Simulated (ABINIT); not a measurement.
# A GW chain in ABINIT: BaZrSe3 (P1)

Wanted: ground state, empty states, screening and self-energy for BaZrSe3 (P1).

Method: PBEsol and many-body steps on it, plane waves, in ABINIT 10.8.3.

This is a report of a sequence of runs, with most program output left out.

### Step 1. Set-up

It takes space group P1 (No. 1, triclinic). Conventional cell: a = 5.287 Å, b = 5.296 Å, c = 5.309 Å, α = 89.89°, β = 89.91°, γ = 89.96°. Nearest to Ba lie 12 Se at 3.63 to 3.88 Å. Nearest to Zr lie 6 Se at 2.57 to 2.75 Å. Se has 2 Zr at 2.61 to 2.70 Å and 4 Ba at 3.69 to 3.80 Å nearest. Nearest to Se lie 2 Zr at 2.62 to 2.69 Å and 4 Ba at 3.63 to 3.88 Å. Nearest to Se lie 2 Zr at 2.57 to 2.75 Å and 4 Ba at 3.71 to 3.77 Å. Farther neighbours and most contacts between anions are not listed.

The cell and positions are those that the Materials Project relaxed with its own functionals (PBE, PBE+U or r2SCAN), kept fixed. Spin-orbit coupling is left out unless a step names it.

### Step 2. Ground state

This step: ABINIT 10.8.3; DFT, PBEsol, plane waves, norm-conserving pseudopotentials.

The ground-state density comes first.

Contents of run.abi:

```
acell 3*1.0 Angstrom
rprim 
  5.287383000000 -0.000000000000 -0.000000000000
  0.003576000000 5.296392000000 -0.000000000000
  0.007950000000 0.010054000000 5.309462000000
ntypat 3
znucl 56 40 34
natom 5
typat 1 2 3 3 3
xred 
  0.998643000000 0.998478000000 0.998673000000
  0.476578000000 0.490069000000 0.476727000000
  0.488317000000 0.998506000000 0.502693000000
  0.983845000000 0.511636000000 0.518540000000
  0.492614000000 0.501310000000 0.993370000000
pp_dirpath "pseudos"
pseudos "Ba.upf, Zr.upf, Se.upf"
ecut 48
ngkpt 4 4 4
nshiftk 1
shiftk 0 0 0
kptopt 1
chksymbreak 0
nband 53
occopt 1
tolvrs 1e-08
nstep 60
prtwf 0
optforces 0
optstress 0
indata_prefix "in"
outdata_prefix "out"
tmpdata_prefix "tmp"
```

On the command line:

```sh
$ OMP_NUM_THREADS=1 mpirun -n 8 abinit run.abi > log
```

Elapsed: 6.2 min, on 8 MPI ranks of Arm Neoverse N1, shared host; peak memory 1.5 GiB; 50 min of CPU time.

This step gave:

- total energy: -29748.8748 eV
- gap: 0.1584 eV
- k of the valence top: 0.5, 0.5, 0.5
- k of the conduction bottom: 0, 0, 0
- least direct gap: 0.6966 eV

The gap is indirect, with the least direct gap 0.54 eV higher.

### Step 3. Bands along the symmetry lines

Levels along a band path, at the cheap level, show where the edges lie and whether the meshes to come will hold them.

run.abi, as its differences from that of step 2:

```diff
@@ -18,14 +18,39 @@
 ecut 48
-ngkpt 4 4 4
-nshiftk 1
-shiftk 0 0 0
-kptopt 1
-chksymbreak 0
-nband 53
-occopt 1
-tolvrs 1e-08
-nstep 60
+iscf -2
+irdden 1
+kptopt 0
+nkpt 25
+kpt 
+  0.00000000 0.00000000 0.00000000
+  0.00000000 -0.16666667 0.00000000
+  0.00000000 -0.33333333 0.00000000
+  0.00000000 -0.50000000 0.00000000
+  -0.50000000 0.00000000 0.00000000
+  -0.33333333 0.00000000 0.00000000
+  -0.16666667 0.00000000 0.00000000
+  0.00000000 0.00000000 0.00000000
+  0.00000000 0.00000000 -0.16666667
+  0.00000000 0.00000000 -0.33333333
+  0.00000000 0.00000000 -0.50000000
+  -0.50000000 -0.50000000 -0.50000000
+  -0.33333333 -0.33333333 -0.33333333
+  -0.16666667 -0.16666667 -0.16666667
+  0.00000000 0.00000000 0.00000000
+  -0.16666667 0.00000000 -0.16666667
+  -0.33333333 0.00000000 -0.33333333
+  -0.50000000 -0.00000000 -0.50000000
+  0.00000000 -0.50000000 -0.50000000
+  0.00000000 -0.33333333 -0.33333333
+  0.00000000 -0.16666667 -0.16666667
+  0.00000000 0.00000000 0.00000000
+  -0.16666667 -0.16666667 0.00000000
+  -0.33333333 -0.33333333 0.00000000
+  -0.50000000 -0.50000000 -0.00000000
+istwfk *1
+nband 54
+nbdbuf 2
+tolwfr 1e-08
+nstep 40
 prtwf 0
-optforces 0
-optstress 0
+prtvol 0
 indata_prefix "in"
```

Elapsed: 2.7 min, on 8 MPI ranks; peak memory 1 GiB.

This step gave:

```
gap                        : 0.1586 eV
k of the valence top       : -0.5, -0.5, -0.5
k of the conduction bottom : 0, 0, 0
least direct gap           : 0.6966 eV
```

The gap is 0.159 eV, as in the run before at this level.

Electronic bands along the path, in eV, zero at the top of the highest filled band:

```
    point  band 44  band 45  band 46  band 47  band 48  band 49  band 50  band 51
        Γ    -1.26    -0.79    -0.61    -0.54     0.16     0.29     0.54     1.85
        X    -2.45    -1.96    -1.12    -0.91     0.58     2.19     2.25     2.29
jump to Y    -2.41    -1.99    -1.04    -0.90     0.43     2.09     2.13     2.30
        Γ    -1.26    -0.79    -0.61    -0.54     0.16     0.29     0.54     1.85
        Z    -2.40    -1.99    -0.93    -0.85     0.37     2.17     2.27     2.32
jump to R    -3.57    -0.04    -0.03     0.00     2.34     2.53     2.61     3.01
        Γ    -1.26    -0.79    -0.61    -0.54     0.16     0.29     0.54     1.85
        T    -2.16    -1.87    -1.85    -0.14     2.13     2.20     2.20     2.56
jump to U    -2.03    -1.89    -1.83    -0.16     2.18     2.21     2.24     2.66
        Γ    -1.26    -0.79    -0.61    -0.54     0.16     0.29     0.54     1.85
        V    -2.18    -1.90    -1.88    -0.12     2.13     2.18     2.23     2.47
```

### Step 4. Empty states on the mesh, 2×2×2 mesh, 202 bands

The sums over transitions need many empty states on a uniform mesh; this step solves for them.

Contents of run.abi:

```
acell 3*1.0 Angstrom
rprim 
  5.287383000000 -0.000000000000 -0.000000000000
  0.003576000000 5.296392000000 -0.000000000000
  0.007950000000 0.010054000000 5.309462000000
ntypat 3
znucl 56 40 34
natom 5
typat 1 2 3 3 3
xred 
  0.998643000000 0.998478000000 0.998673000000
  0.476578000000 0.490069000000 0.476727000000
  0.488317000000 0.998506000000 0.502693000000
  0.983845000000 0.511636000000 0.518540000000
  0.492614000000 0.501310000000 0.993370000000
pp_dirpath "pseudos"
pseudos "Ba.upf, Zr.upf, Se.upf"
ecut 48
ngkpt 2 2 2
nshiftk 1
shiftk 0 0 0
kptopt 1
chksymbreak 0
iscf -2
irdden 1
istwfk *1
nband 202
nbdbuf 18
tolwfr 1e-09
nstep 60
prtvol 0
indata_prefix "in"
outdata_prefix "out"
tmpdata_prefix "tmp"
```

The job ended after 4.5 min (8 MPI ranks; peak memory 1.1 GiB; 36 min of CPU time).

Numbers from this step:

- gap: 0.1586 eV
- k of the valence top: 0.5, 0.5, 0.5
- k of the conduction bottom: 0, 0, 0
- least direct gap: 0.6966 eV
- k points computed: 8
- lowest point of the top converged band, above the valence top: 45.58 eV

On this mesh the gap is 0.159 eV.

### Step 5. Screening, 2×2×2 mesh, 184 bands, screening to 106.1 eV

The RPA dielectric matrix is built and inverted for each q.

This step: RPA screening on PBEsol, plane waves, norm-conserving pseudopotentials.

run.abi, as its differences from that of step 4:

```diff
@@ -23,10 +23,11 @@
 chksymbreak 0
-iscf -2
-irdden 1
 istwfk *1
-nband 202
-nbdbuf 18
-tolwfr 1e-09
-nstep 60
-prtvol 0
+occopt 1
+irdwfk 1
+optdriver 3
+nband 184
+ecuteps 3.9
+inclvkb 2
+awtr 1
+symchi 1
 indata_prefix "in"
```

Wall time 4.6 min (8 MPI ranks); peak memory 6.7 GiB; 36 min of CPU time.

This step gave:

| Property | Result |
| --- | --- |
| ε∞ with local fields, on this mesh, along the program's q direction | 24.47 |
| the same without local fields | 31.14 |
| plasma frequency | 29.52 eV |
| plane waves in the screening matrix | 365 |

Local fields lower ε∞ by 21 %. On a Γ-centred mesh this coarse the value itself is usually too large, while a short band sum pulls it down.

### Step 6. Self-energy, 2×2×2 mesh, 184 bands, screening to 106.1 eV

The self-energy is evaluated for the states that the input lists, and the levels follow from it, in one-shot runs by the linearised quasiparticle equation.

This step: G0W0 on PBEsol, plane waves, norm-conserving pseudopotentials.

run.abi, as its differences from that of step 5:

```diff
@@ -26,8 +26,17 @@
 irdwfk 1
-optdriver 3
+optdriver 4
 nband 184
+gwcalctyp 0
+ecutsigx 48
+symsigma 1
+nkptgw 2
+kptgw 
+  0.5000000000 0.5000000000 0.5000000000
+  0.0000000000 0.0000000000 0.0000000000
+bdgw 
+  46 49
+  46 49
 ecuteps 3.9
-inclvkb 2
-awtr 1
-symchi 1
+irdscr 1
+ppmodel 1
 indata_prefix "in"
```

Wall time 30 s (8 MPI ranks); peak memory 3.4 GiB; 3.9 min of CPU time.

This step gave:

| Item | Value |
| --- | --- |
| G0W0 gap on the points computed | 0.774 eV |
| starting gap on the mesh | 0.1586 eV |
| k of the valence top | 0.5, 0.5, 0.5 |
| k of the conduction bottom | 0, 0, 0 |
| Z at the valence top | 0.784 |
| Z at the conduction bottom | 0.788 |
| least direct G0W0 gap on the computed points | 1.33 eV |

The gap on the mesh goes from 0.16 eV to 0.77 eV, a correction of +0.62 eV.

Limits: finite bands, cutoff and mesh; model gap, bands may invert with spin-orbit coupling; no spin-orbit coupling; coarse k mesh. v1 is the top filled band, c1 the lowest empty one. The levels before and after the correction (eV, zero at the valence-band top of each column):

```
           conduction bottom  valence top
Kohn-Sham               0.16         0.00
     G0W0               0.77         0.00
```

```
                      level  energy (eV)
Kohn-Sham  (0.5 0.5 0.5) v2       -0.033
Kohn-Sham  (0.5 0.5 0.5) v1        0.000
Kohn-Sham  (0.5 0.5 0.5) c1        2.344
Kohn-Sham  (0.5 0.5 0.5) c2        2.534
Kohn-Sham              Γ v2       -0.607
Kohn-Sham              Γ v1       -0.538
Kohn-Sham              Γ c1        0.159
Kohn-Sham              Γ c2        0.289
     G0W0  (0.5 0.5 0.5) v2       -0.037
     G0W0  (0.5 0.5 0.5) v1        0.000
     G0W0  (0.5 0.5 0.5) c1        3.038
     G0W0  (0.5 0.5 0.5) c2        3.314
     G0W0              Γ v2       -0.608
     G0W0              Γ v1       -0.556
     G0W0              Γ c1        0.774
     G0W0              Γ c2        0.890
```

### Step 7. Where the time went

Times are wall times on 8 MPI ranks of Arm Neoverse N1, shared host, good to a factor of about two.

```
                          step     time  share  memory (GiB)
                  ground state  6.2 min   34 %           1.5
bands along the symmetry lines  2.7 min   15 %           1.0
      empty states on the mesh  4.5 min   24 %           1.1
                     screening  4.6 min   25 %           6.7
                   self-energy     30 s    3 %           3.4
```

### Step 8. Results

| Item | Value |
| --- | --- |
| PBEsol gap | 0.16 eV, indirect |
| G0W0 gap on the mesh | 0.77 eV |
| GW settings | 2×2×2 mesh, 184 bands, screening to 106.1 eV, Godby-Needs plasmon pole |
| known limits | not at the basis limit; no spin-orbit coupling; coarse k mesh |

G0W0 moves the gap on the mesh from 0.16 eV to 0.77 eV (+0.62 eV), with Z of 0.78 and 0.79 at the edges. Local fields lower the RPA ε∞ on this mesh from 31.14 to 24.47; a Γ-centred mesh this coarse tends to raise both, most where the direct gap is narrow, while a short band sum lowers them. Only 2 of the mesh's irreducible points were corrected, so a valley elsewhere could overtake. Bands and cutoff are finite, so the gap is not at the basis limit. The miss can reach some tenths of an eV and take either sign; the mesh is an error of its own. In the G0W0 run levels were corrected at 2 k points alone, so a gap called «on the mesh» is the least over those, and an edge elsewhere would be missed. The 2×2×2 mesh is coarse for this cell, which bears on the long-range parts of exchange and screening. The many-body steps are scalar-relativistic: spin-orbit coupling is not in them.

[Paths, hosts, dates, memory and timing lines, banners, echoed tables and standing remarks are left out of the program output.]

[Logs are printed without paths, hosts, clocks, repeated set-up lines and the standing remarks that a program may print on its own settings, such as how far it seeks lower states.]

[Runs of the session that timed out or met a known fault of the program may be left out.]

[Hosts, paths, dates, database ids (printed as entryN), source tags and the programs' standing remarks are cut or masked in the printed files.]

[G0W0 gaps are taken among the corrected bands and points alone; a level outside them can change the order at an edge.]

[Where Ansatz stands beside ABINIT at settings called matched, ABINIT's density can come from a denser mesh and the files from another edition; pairs whose starting gaps differed by over 0.03 eV were left out, so agreement reads better than it is.]
